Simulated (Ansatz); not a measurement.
In doubt: masses and optical values from hybrid runs of this build are listed as unsure (in some of the runs), which bears on the screening that GW takes from such a start.

System: CsPbI2Br (P4/mmm).

It takes space group P4/mmm (No. 123, tetragonal). Conventional cell: a = 6.375 Å, b = 6.375 Å, c = 5.962 Å, α = 90.00°, β = 90.00°, γ = 90.00°. Nearest to Cs lie 8 I at 4.36 Å and 4 Br at 4.51 Å. Pb has 2 Br at 2.98 Å and 4 I at 3.19 Å nearest. Nearest to I lie 2 Pb at 3.19 Å and 4 Cs at 4.36 Å. Nearest to Br lie 2 Pb at 2.98 Å and 4 Cs at 4.51 Å. Farther neighbours and most contacts between anions are not listed.

```cif
data_structure
_symmetry_space_group_name_H-M 'P 1'
_symmetry_Int_Tables_number 1
_cell_length_a 6.3753
_cell_length_b 6.3753
_cell_length_c 5.9622
_cell_angle_alpha 90.000
_cell_angle_beta 90.000
_cell_angle_gamma 90.000
_cell_volume 242.33
loop_
_atom_site_label
_atom_site_type_symbol
_atom_site_fract_x
_atom_site_fract_y
_atom_site_fract_z
_atom_site_occupancy
Cs1 Cs 0.50000 0.50000 0.50000 1
Pb2 Pb 0.00000 0.00000 0.00000 1
I3 I 0.00000 0.50000 0.00000 1
I4 I 0.50000 0.00000 0.00000 1
Br5 Br 0.00000 0.00000 0.50000 1
```

The cell and positions are those that the Materials Project relaxed with its own functionals (PBE, PBE+U or r2SCAN), kept fixed. Spin-orbit coupling is left out unless a run names it.

Gaps computed with Ansatz 0.2.0 without a self-energy: HSE06 2.06 eV, r2SCAN 1.79 eV and PBE0 2.73 eV.

Question: Estimate the G0W0@HSE06 gap with 4×4×4 mesh, 1010 empty bands, screening to 150 eV, PAW set soft_1 files.

About 2.76 eV: on its mesh the run moves the gap from 2.00 eV by +0.76 eV. Among the scalar-relativistic levels given, PBE0 is nearest (−0.03 eV). Bands and cutoff are finite, so the gap is not at the basis limit. The miss can reach some tenths of an eV and take either sign; the mesh is an error of its own. Where an edge is built on 6p states of lead, bismuth or thallium, scalar-relativistic gaps usually stand too wide, by a few tenths to over one eV. The many-body steps are scalar-relativistic: spin-orbit coupling is not in them.

[Paths, hosts, dates, memory and timing lines, banners, echoed tables and standing remarks are left out of the program output.]

[Logs are printed without paths, hosts, clocks, repeated set-up lines and the standing remarks that a program may print on its own settings, such as how far it seeks lower states.]

[Runs of the session that timed out or met a known fault of the program may be left out.]

[Cells called generated may have been cut or substituted from an entry of the Crystallography Open Database or the Materials Project.]

[Hosts, paths, dates, database ids (printed as entryN), source tags and the programs' standing remarks are cut or masked in the printed files.]
